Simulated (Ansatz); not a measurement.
# W2N monolayer: modes against biaxial strain in the plane of the sheet

Wanted: the shifts of the zone-centre modes of W2N monolayer with strain.

Method: DFT PBE, scalar-relativistic, plane waves, PAW; PAW set soft_1, in Ansatz 0.2.0.

## 1. The starting structure

The cell holds 3 atoms: 1 N and 2 W. Its edges and angles: a = 2.900 Å, b = 2.900 Å, c = 28.600 Å, α = 90.0°, β = 90.0°, γ = 120.0°. Vacuum lies along c. The height across the vacuum is the one that the program set for its solve, not the one typed.

## 2. A rough relaxation first

A rough relaxation comes first, because large forces or stress need no tight tolerances yet. The program lengthens the typed cell of 20.0 Å along the normal to 28.6 Å, as its cut-off of the electrostatics needs, and moves no atom.

Input file input.yaml:

```yaml
crystal:
  lattice:
    - [2.9, 0.0, 0.0]
    - [-1.45, 2.51147, 0.0]
    - [0.0, 0.0, 20.0]
  atoms:
    - { symbol: "N", position: [0.0, 0.0, 0.5] }
    - { symbol: W, position: [0.333333, 0.666667, 0.56] }
    - { symbol: W, position: [0.666667, 0.333333, 0.44] }
  periodic: [true, true, false]
kpoints:
  mp_grid: { grid: [9, 9, 1] }
hamiltonian:
  xc: pbe
  pseudopotentials: { kind: paw, azcp: { folder: soft_1 } }
scf:
  occupations: { method: gaussian, width: 0.1 }
output:
  forces: true
  stress: true
  eigenvalues: true
relax:
  adjacent_minimum: "off"
  f_tol: 0.05
  max_steps: 80
  cell: { stress_2d_tol: 0.02 }
```

Launch:

```console
$ ansatz run input.yaml --threads 4 --pin off --max-ram 16384MiB --backend cpu --events-out ev --progress --plain --runs-dir out
```

Numbers of over 12 decimals in the logs are rounded to 6 here.

The program printed:

```text
[...]
F+E_penalty+E_count = -21152.98171008 eV   max|allowed force component| = 9.214e-5 eV/Å   (the final SCF, on the basis selected at the relaxed cell)
  cell:  # Å, volume = 191.9412 Å³
    - [2.783785, 0, 0]
    - [-1.391893, 2.410829, 0]
    - [0, 0, 28.6]
  atoms:
    - { symbol: N, position: [0, 0, 0.349650] }
    - { symbol: W, position: [0.333333, 0.666667, 0.400292] }
    - { symbol: W, position: [0.666667, 0.333333, 0.299008] }
[key lines of the parts left out:]
SCF converged after 5 iterations
Free energy (F): -21152.981710 eV
Fermi energy:    -5.353171 eV
P = ½ c Tr σ = -0.0009 N/m
```

Elapsed: 13 s, on 4 threads of Arm Neoverse V1, shared host; peak memory 0.39 GiB; 45 s of CPU time.

This run has no spin polarisation although its electron count is odd.

Relaxation path:

| step | energy less that of the first step (eV) | largest force component (eV/Å) | volume (Å³) |
| --- | --- | --- | --- |
| 1 | 0.0000 | 2.7524 | 208.30 |
| 2 | -0.5250 | 0.9738 | 196.66 |
| 3 | -0.5564 | 0.0334 | 185.27 |
| 4 | -0.6008 | 0.1105 | 192.59 |
| 5 | -0.6021 | 0.0090 | 192.01 |
| 6 | -0.6021 | 0.0001 | 192.00 |
| 7* | -0.5994 | 0.0006 | 192.00 |
| 8 | -0.5994 | 0.0001 | 191.94 |
| 9* | -0.5994 | 0.0001 | 191.94 |

Relaxation steps marked * repeat the geometry before them on a plane-wave basis chosen anew for their cell, so energy and pressure can jump there.

Forces are held to the 12 operations that the run works with; a distortion that breaks them can't arise in this run.

| cell as run | before | after | change |
| --- | --- | --- | --- |
| a (Å) | 2.900 | 2.784 | -4.0 % |
| b (Å) | 2.900 | 2.784 | -4.0 % |

The atoms that moved most (Å, along periodic axes as changes of fractional coordinates times the final cell, across vacuum about the mean position):

| atom | dx | dy | dz | length |
| --- | --- | --- | --- | --- |
| W2 | 0.000 | 0.000 | 0.248 | 0.248 |
| W3 | 0.000 | 0.000 | -0.248 | 0.248 |

The relaxed structure:

```xyz
3
Lattice="2.7838 0.0000 0.0000 -1.3919 2.4108 0.0000 0.0000 0.0000 28.6000" Properties=species:S:1:pos:R:3
N     0.0000    0.0000   10.0000
W     0.0000    1.6072   11.4484
W     1.3919    0.8036    8.5516
```

Numbers from this step:

* gap on the k-mesh: 0 eV
* area per atom: 2.237 Å²

The relaxation ends with a largest force component of 9.2e-5 eV/Å.

## 3. Relaxation

The cell and atoms are relaxed, since residual forces and stress would shift the frequencies.

input.yaml, the sections that differ from step 2:

```yaml
crystal:
  lattice:
    - [2.783785406, 0.0, 0.0]
    - [-1.391892703, 2.4108288803, 0.0]
    - [0.0, 0.0, 28.6]
  atoms:
    - { symbol: "N", position: [0.0, 0.0, 0.3496503497] }
    - { symbol: W, position: [0.3333333333, 0.6666666667, 0.4002922194] }
    - { symbol: W, position: [0.6666666667, 0.3333333333, 0.2990084799] }
  periodic: [true, true, false]
kpoints:
  mp_grid: { grid: [18, 18, 1] }
relax:
  adjacent_minimum: "off"
  f_tol: 0.005
  max_steps: 80
  cell: { stress_2d_tol: 0.02 }
# hamiltonian, scf, output: as in step 2
```

The program printed:

```text
[...]
Crystal: 3 atoms, lattice volume = 191.941 Å³
Basis set: ecut = 420 eV, 3803 PW (Γ), exchange–correlation on 40×40×384 points (8 copies of the dense FFT grid, shifted against one another)
Bands: 21, of which v1, the nominal top of the filled ones, is band 17 counted from 1 (16 counted from 0)
Symmetry: 12 space group operations
[...]
k-points: 37 of 324
[...]
k-point 36: bands = [... 13 lower, -6.9134, -6.9134, -6.6538, -4.6458, -4.6458, -2.9955, -2.9955, -2.2901]
--- Relaxed structure (4 steps of the walk, 4 accepted, 1 SCFs on fresh bases) ---
[...]
cell:  # Å, volume = 191.3605 Å³
    - [2.779572, 0.0, 0]
    - [-1.389786, 2.407180, 0]
    - [0, 0, 28.6]
  atoms:
    - { symbol: N, position: [0, 0, 0.349650] }
    - { symbol: W, position: [0.333333, 0.666667, 0.400557] }
    - { symbol: W, position: [0.666667, 0.333333, 0.298744] }
[key lines of the parts left out:]
SCF converged after 6 iterations
Free energy (F): -21152.970762 eV
Fermi energy:    -5.302076 eV
P = ½ c Tr σ = -0.0053 N/m
```

Elapsed: 16 s, on 4 threads; peak memory 0.48 GiB; 61 s of CPU time.

Relaxation path:

| step | energy less that of the first step (eV) | largest force component (eV/Å) | volume (Å³) |
| --- | --- | --- | --- |
| 1 | 0.0000 | 0.0637 | 191.94 |
| 2 | -0.0007 | 0.0267 | 191.16 |
| 3 | -0.0007 | 0.0332 | 191.47 |
| 4 | -0.0008 | 0.0001 | 191.36 |
| 5* | -0.0006 | 0.0001 | 191.36 |

Relaxation steps marked * repeat the geometry before them on a plane-wave basis chosen anew for their cell, so energy and pressure can jump there.

Forces are held to the 12 operations that the run works with; a distortion that breaks them can't arise in this run.

| cell as run | before | after | change |
| --- | --- | --- | --- |
| a (Å) | 2.784 | 2.780 | -0.2 % |
| b (Å) | 2.784 | 2.780 | -0.2 % |

The relaxed structure:

```xyz
3
Lattice="2.7796 0.0000 0.0000 -1.3898 2.4072 0.0000 0.0000 0.0000 28.6000" Properties=species:S:1:pos:R:3
N     0.0000    0.0000   10.0000
W     0.0000    1.6048   11.4559
W     1.3898    0.8024    8.5441
```

Numbers from this step:

```yaml
area_per_atom: 2.23 Å²
```

The relaxation ends with a largest force component of 1.2e-4 eV/Å.

## 4. Tight relaxation

Phonons need small forces and stress, so the relaxation is finished with tight tolerances on 18×18×1 k points. The program lengthens the typed cell of 28.6 Å along the normal to 29.6 Å, as its cut-off of the electrostatics needs, and moves no atom.

Input file input.yaml:

```yaml
crystal:
  lattice:
    - [2.7795716256, 0.0, 0.0]
    - [-1.3897858128, 2.4071796394, 0.0]
    - [0.0, 0.0, 28.6]
  atoms:
    - { symbol: "N", position: [0.0, 0.0, 0.3496503497] }
    - { symbol: W, position: [0.3333333333, 0.6666666667, 0.4005568739] }
    - { symbol: W, position: [0.6666666667, 0.3333333333, 0.2987438254] }
  periodic: [true, true, false]
kpoints:
  mp_grid: { grid: [18, 18, 1] }
hamiltonian:
  xc: pbe
  pseudopotentials: { kind: paw, azcp: { folder: soft_1 } }
scf:
  occupations: { method: methfessel_paxton, width: 0.2 }
output:
  forces: true
  stress: true
  eigenvalues: true
  write_density: true
  write_potential: true
  elf: true
  volumetric_format: npy
relax:
  adjacent_minimum: "off"
  f_tol: 0.001
  max_steps: 60
  cell: { stress_2d_tol: 0.002 }
```

The program printed:

```text
[...]
Crystal: 3 atoms, lattice volume = 198.210 Å³
Basis set: ecut = 420 eV, 3891 PW (Γ), exchange–correlation on 40×40×400 points (8 copies of the dense FFT grid, shifted against one another)
Bands: 21, of which v1, the nominal top of the filled ones, is band 17 counted from 1 (16 counted from 0)
Symmetry: 12 space group operations
[...]
k-point 36: bands = [... 13 lower, -6.9093, -6.9093, -6.6495, -4.6401, -4.6401, -2.9933, -2.9933, -2.2825]
--- Relaxed structure (4 steps of the walk, 4 accepted, 1 SCFs on fresh bases) ---
[...]
cell:  # Å, volume = 198.2246 Å³
    - [2.779674, 0, 0]
    - [-1.389837, 2.407268, 0]
    - [0, 0, 29.6237063742]
  atoms:
    - { symbol: N, position: [0, 0, 0.337567] }
    - { symbol: W, position: [0.333333, 0.666667, 0.386700] }
    - { symbol: W, position: [0.666667, 0.333333, 0.288435] }
[key lines of the parts left out:]
SCF converged after 6 iterations
Free energy (F): -21152.964864 eV
Fermi energy:    -5.300290 eV
P = ½ c Tr σ = 0.0002 N/m
```

Elapsed: 17 s, on 4 threads; peak memory 0.49 GiB.

Little changed from the start: no atom moved by 0.005 Å and no cell edge by 0.1 %.

Valence density in the ac plane at fractional y = 0.000, with atoms of N within 0.2 Å of it. It is the smooth field of the valence electrons, not physical close to the nuclei.

Values in e/Å³, 24 rows by 14 columns, each cell a mean:
```
0.0 0.0 0.0 0.0 0.0 0.0 0.0 0.0 0.0 0.0 0.0 0.0 0.0 0.0
0.0 0.0 0.0 0.0 0.0 0.0 0.0 0.0 0.0 0.0 0.0 0.0 0.0 0.0
0.0 0.0 0.0 0.0 0.0 0.0 0.0 0.0 0.0 0.0 0.0 0.0 0.0 0.0
0.0 0.0 0.0 0.0 0.0 0.0 0.0 0.0 0.0 0.0 0.0 0.0 0.0 0.0
0.0 0.0 0.0 0.0 0.0 0.0 0.0 0.0 0.0 0.0 0.0 0.0 0.0 0.0
0.0 0.0 0.0 0.0 0.0 0.0 0.0 0.0 0.0 0.0 0.0 0.0 0.0 0.0
0.0 0.0 0.0 0.0 0.0 0.0 0.0 0.0 0.0 0.0 0.0 0.0 0.0 0.0
0.0 0.0 0.0 0.0 0.0 0.0 0.0 0.0 0.0 0.0 0.0 0.0 0.0 0.0
0.0 0.0 0.0 0.0 0.0 0.0 0.0 0.0 0.0 0.0 0.0 0.0 0.0 0.0
0.0 0.0 0.0 0.0 0.0 0.0 0.0 0.0 0.0 0.0 0.0 0.0 0.0 0.0
0.0 0.0 0.0 0.0 0.0 0.0 0.0 0.0 0.0 0.0 0.0 0.0 0.0 0.0
0.0 0.0 0.0 0.0 0.0 0.0 0.0 0.0 0.0 0.0 0.0 0.0 0.0 0.0
0.0 0.0 0.0 0.0 0.0 0.0 0.0 0.0 0.0 0.0 0.0 0.0 0.0 0.0
0.1 0.1 0.1 0.1 0.1 0.1 0.1 0.1 0.1 0.1 0.1 0.1 0.1 0.1
0.3 0.3 0.4 0.4 0.6 0.8 1.0 1.2 1.0 0.8 0.6 0.4 0.4 0.3
2.4 2.3 1.8 1.1 0.6 0.4 0.4 0.4 0.4 0.4 0.6 1.1 1.8 2.3
1.3 1.2 0.9 0.7 0.6 0.6 0.7 0.8 0.7 0.6 0.6 0.7 0.9 1.2
0.3 0.3 0.3 0.3 0.4 0.5 0.7 0.7 0.7 0.5 0.4 0.3 0.3 0.3
0.0 0.0 0.0 0.0 0.0 0.0 0.0 0.0 0.0 0.0 0.0 0.0 0.0 0.0
0.0 0.0 0.0 0.0 0.0 0.0 0.0 0.0 0.0 0.0 0.0 0.0 0.0 0.0
0.0 0.0 0.0 0.0 0.0 0.0 0.0 0.0 0.0 0.0 0.0 0.0 0.0 0.0
0.0 0.0 0.0 0.0 0.0 0.0 0.0 0.0 0.0 0.0 0.0 0.0 0.0 0.0
0.0 0.0 0.0 0.0 0.0 0.0 0.0 0.0 0.0 0.0 0.0 0.0 0.0 0.0
0.0 0.0 0.0 0.0 0.0 0.0 0.0 0.0 0.0 0.0 0.0 0.0 0.0 0.0
```
Columns run along a (2.8 Å), rows up along c (29.6 Å). Atoms in or near the plane, at fractional coordinates: N at (0.00, 0.34).

Electrostatic potential energy in the ac plane at fractional y = 0.000, with atoms of N within 0.2 Å of it. With pseudopotentials it is smooth inside the atoms' cores, unlike the true potential.

Values in eV, 24 rows by 14 columns, each cell a mean:
```
  0   0   0   0   0   0   0   0   0   0   0   0   0   0
  0   0   0   0   0   0   0   0   0   0   0   0   0   0
  0   0   0   0   0   0   0   0   0   0   0   0   0   0
  0   0   0   0   0   0   0   0   0   0   0   0   0   0
  0   0   0   0   0   0   0   0   0   0   0   0   0   0
  0   0   0   0   0   0   0   0   0   0   0   0   0   0
  0   0   0   0   0   0   0   0   0   0   0   0   0   0
  0   0   0   0   0   0   0   0   0   0   0   0   0   0
  0   0   0   0   0   0   0   0   0   0   0   0   0   0
  0   0   0   0   0   0   0   0   0   0   0   0   0   0
  0   0   0   0   0   0   0   0   0   0   0   0   0   0
  0   0   0   0   0   0   0   0   0   0   0   0   0   0
  0   0   0   0   0   0   0   0   0   0   0   0   0   0
 -1  -1  -1  -2  -3  -4  -4  -4  -4  -4  -3  -2  -1  -1
 -6  -6  -8 -11 -17 -23 -25 -26 -25 -23 -17 -11  -8  -6
-23 -23 -22 -19 -11 -10 -11 -12 -11 -10 -11 -19 -22 -23
-16 -16 -15 -14 -14 -18 -19 -20 -19 -18 -14 -14 -15 -16
 -4  -4  -6  -8 -12 -16 -18 -19 -18 -16 -12  -8  -6  -4
  0   0  -1  -1  -1  -1  -1  -2  -1  -1  -1  -1  -1   0
  0   0   0   0   0   0   0   0   0   0   0   0   0   0
  0   0   0   0   0   0   0   0   0   0   0   0   0   0
  0   0   0   0   0   0   0   0   0   0   0   0   0   0
  0   0   0   0   0   0   0   0   0   0   0   0   0   0
  0   0   0   0   0   0   0   0   0   0   0   0   0   0
```
Columns run along a (2.8 Å; values clipped at the 3rd and 97th percentile), rows up along c (29.6 Å). Atoms in or near the plane, at fractional coordinates: N at (0.00, 0.34).

ELF in the ac plane at fractional y = 0.000, with atoms of N within 0.2 Å of it. It is the smooth field of the valence electrons, not physical close to the nuclei.

Values, 24 rows by 14 columns, each cell a mean:
```
0.00 0.00 0.00 0.00 0.00 0.00 0.00 0.00 0.00 0.00 0.00 0.00 0.00 0.00
0.00 0.00 0.00 0.00 0.00 0.00 0.00 0.00 0.00 0.00 0.00 0.00 0.00 0.00
0.00 0.00 0.00 0.00 0.00 0.00 0.00 0.00 0.00 0.00 0.00 0.00 0.00 0.00
0.00 0.00 0.00 0.00 0.00 0.00 0.00 0.00 0.00 0.00 0.00 0.00 0.00 0.00
0.00 0.00 0.00 0.00 0.00 0.00 0.00 0.00 0.00 0.00 0.00 0.00 0.00 0.00
0.00 0.00 0.00 0.00 0.00 0.00 0.00 0.00 0.00 0.00 0.00 0.00 0.00 0.00
0.00 0.00 0.00 0.00 0.00 0.00 0.00 0.00 0.00 0.00 0.00 0.00 0.00 0.00
0.00 0.00 0.00 0.00 0.00 0.00 0.00 0.00 0.00 0.00 0.00 0.00 0.00 0.00
0.00 0.00 0.00 0.00 0.00 0.00 0.00 0.00 0.00 0.00 0.00 0.00 0.00 0.00
0.00 0.00 0.00 0.00 0.00 0.00 0.00 0.00 0.00 0.00 0.00 0.00 0.00 0.00
0.00 0.00 0.00 0.00 0.00 0.00 0.00 0.00 0.00 0.00 0.00 0.00 0.00 0.00
0.00 0.00 0.00 0.00 0.00 0.00 0.00 0.00 0.00 0.00 0.00 0.00 0.00 0.00
0.13 0.12 0.11 0.10 0.09 0.08 0.07 0.07 0.07 0.08 0.09 0.10 0.11 0.12
0.58 0.56 0.51 0.43 0.33 0.25 0.21 0.19 0.21 0.25 0.33 0.43 0.51 0.56
0.45 0.43 0.36 0.28 0.26 0.31 0.37 0.39 0.37 0.31 0.26 0.28 0.36 0.43
0.43 0.51 0.65 0.65 0.52 0.33 0.19 0.16 0.19 0.33 0.52 0.65 0.65 0.51
0.51 0.51 0.50 0.42 0.33 0.28 0.27 0.28 0.27 0.28 0.33 0.42 0.50 0.51
0.59 0.56 0.49 0.39 0.31 0.28 0.28 0.28 0.28 0.28 0.31 0.39 0.49 0.56
0.42 0.41 0.37 0.32 0.26 0.21 0.18 0.17 0.18 0.21 0.26 0.32 0.37 0.41
0.04 0.04 0.04 0.04 0.03 0.03 0.03 0.03 0.03 0.03 0.03 0.04 0.04 0.04
0.00 0.00 0.00 0.00 0.00 0.00 0.00 0.00 0.00 0.00 0.00 0.00 0.00 0.00
0.00 0.00 0.00 0.00 0.00 0.00 0.00 0.00 0.00 0.00 0.00 0.00 0.00 0.00
0.00 0.00 0.00 0.00 0.00 0.00 0.00 0.00 0.00 0.00 0.00 0.00 0.00 0.00
0.00 0.00 0.00 0.00 0.00 0.00 0.00 0.00 0.00 0.00 0.00 0.00 0.00 0.00
```
Columns run along a (2.8 Å), rows up along c (29.6 Å). Atoms in or near the plane, at fractional coordinates: N at (0.00, 0.34).

The largest force component left is 0.018 meV/Å, within the tolerances set.

## 5. Zone-centre response at rest

The force constants come from the linear response of the density to a displacement.

The modes at rest are the reference of the series.

input.yaml, the sections that differ from step 4:

```yaml
crystal:
  lattice:
    - [2.7796736243, 0.0, 0.0]
    - [-1.3898368121, 2.4072679729, 0.0]
    - [0.0, 0.0, 29.6237063742]
  atoms:
    - { symbol: "N", position: [0.0, 0.0, 0.3375674831] }
    - { symbol: W, position: [0.3333333333, 0.6666666667, 0.3866995686] }
    - { symbol: W, position: [0.6666666667, 0.3333333333, 0.2884353976] }
  periodic: [true, true, false]
output:
  eigenvalues: true
phonons:
  method: dfpt
# kpoints, hamiltonian, scf: as in step 4
# relax: removed
```

The program printed:

```text
Warning: crystal.symmetry: narrowed to the stabiliser of the run's FFT grids — unitary ops 12 → 6. A phonons.method: dfpt run fills in the rows of the dynamical matrix that it does not solve by its symmetry operations, which is exact only for operations that map its FFT grids onto themselves: filled in by any other, the frequencies could depend on the order in which like atoms are typed, or, by more than the grids' own error, on where the crystal sits among the grids' points. Excluded: 6 operations. The run can therefore solve more perturbations, solve them on more k-points, or both, and cost more. [rest of the remark cut]
[...]
Crystal: 3 atoms, lattice volume = 198.225 Å³
Basis set: ecut = 420 eV, 3891 PW (Γ), exchange–correlation on 40×40×400 points (8 copies of the dense FFT grid, shifted against one another)
Bands: 21, of which v1, the nominal top of the filled ones, is band 17 counted from 1 (16 counted from 0)
Symmetry: 12 space group operations
k-points: 91 of 324 (irreducible under 2 space group operations, time reversal used)
[...]
SCF iter   1: F=—  HF=-21154.823025 eV  |F-HF|=—  |Δ(HF+E_count)|=         —  Δρ=5.46e-2  dr2=7.90e0  ethr=3.10e-3  ⟨swp⟩=11.7  Hψ=15853  notcnv=0
[...]
SCF iter  12: F=-21152.964864 eV  HF=-21152.964864 eV  |F-HF|=3.64e-12  |Δ(HF+E_count)|=  2.51e-10  S|Δr|=    0.00e0  Δρ=3.71e-8  dr2=2.47e-12  ethr=1.00e-12  ⟨swp⟩=15.4  Hψ=16212  notcnv=0
SCF 1 converged in 12 iterations: F = -21152.964864 eV  dr2 = 2.47e-12
[...]
DFPT response loops at Γ: preconditioner auto → none (partly filled bands, converged f_vac=0.740); β = 0.50; Broyden in place of MSR1
SCF converged after 12 iterations
[...]
Free energy (F): -21152.964864 eV
[...]
Internal energy: -21152.966404 eV  (E = F + TS)
E sigma→0 (E₀):  -21152.965249 eV
Entropy (-TS):   0.001540 eV (0.513 meV/atom)
Fermi energy:    -5.300291 eV
[...]
--- Band table (eV; the first three rows and the last of 91) ---
  k-point 0: bands = [... 13 lower, -6.7051, -6.5628, -6.4336, -6.3027, -6.3027, -4.6199, -4.6199, -3.6163]
  k-point 1: bands = [... 13 lower, -6.9599, -6.6114, -6.5493, -6.1826, -6.0245, -4.7679, -4.6501, -3.5403]
  k-point 2: bands = [... 13 lower, -7.5378, -6.7432, -6.4376, -5.8270, -5.8197, -4.9958, -4.6501, -3.4021]
  k-point 90: bands = [... 13 lower, -7.2748, -7.0760, -6.6307, -5.1348, -4.0690, -3.6163, -2.2385, -2.0012]
--- Phonons (Γ-DFPT): 6 representative perturbations + reference, on 91 of 324 k-points (Σ response iterations 33) ---
  ASR residual: 7.946e-5 → 0.000e0 eV/Å²; symmetrization residual: 1.118e-5 eV/Å²
  The last average, over the group as it would stand without the narrowing to the FFT grids, took up to 6.837e-7 eV/Å² of the zone centre's force constants
  ASR residual per site (eV/Å²): 7.95e-5 4.88e-5 4.75e-5
  Γ frequencies (cm⁻¹): 0.00 0.00 0.00 88.10 88.10 147.13 305.55 305.55 573.85
  non-analytic LO–TO correction: not included (Born effective charges unavailable; polar crystals: no LO–TO splitting at Γ)
```

Elapsed: 91 s, on 4 threads; peak memory 1.3 GiB; 5.8 min of CPU time.

This step gave:

```yaml
sum_rule_residual_before_enforcement: 7.95e-5 eV/Å²
point_group: -3m
highest_optical_mode_at_the_zone_centre_no_lo_to_term: 573.9 cm⁻¹
lowest_optical_zone_centre_mode: 88.1 cm⁻¹
```

Patterns of degenerate modes are one choice out of their space. Modes at Γ, with each element's share of the kinetic energy:

| mode | frequency (cm⁻¹) | symmetry | N % | W % |
| --- | --- | --- | --- | --- |
| 1 | 0.0 | acoustic | 4 | 96 |
| 2 | 0.0 | acoustic | 4 | 96 |
| 3 | 0.0 | acoustic | 4 | 96 |
| 4 | 88.1 | Eg | 0 | 100 |
| 5 | 88.1 | Eg | 0 | 100 |
| 6 | 147.1 | A1g | 0 | 100 |
| 7 | 305.6 | Eu | 96 | 4 |
| 8 | 305.6 | Eu | 96 | 4 |
| 9 | 573.9 | A2u | 96 | 4 |

Displacements in mode 4 (88.1 cm⁻¹), the largest set to 1:
```
N1   0.00  0.00  0.00
W2  -0.16  1.00  0.00
W3   0.16 -1.00  0.00
```

Displacements in mode 6 (147.1 cm⁻¹), the largest set to 1:
```
N1   0.00  0.00  0.00
W2   0.00  0.00  1.00
W3   0.00  0.00 -1.00
```

Before it was imposed, the acoustic sum rule was missed by 7.9e-5 eV/Å². Small misses are needed for a sound result but don't prove that mesh and cutoff are converged. The lowest optical mode is real, 88.1 cm⁻¹.

[end of part 1 of 2]

[Logs are printed without paths, hosts, clocks, repeated set-up lines and the standing remarks that a program may print on its own settings, such as how far it seeks lower states.]

[Hosts, paths, dates, database ids (printed as entryN), source tags and the programs' standing remarks are cut or masked in the printed files.]
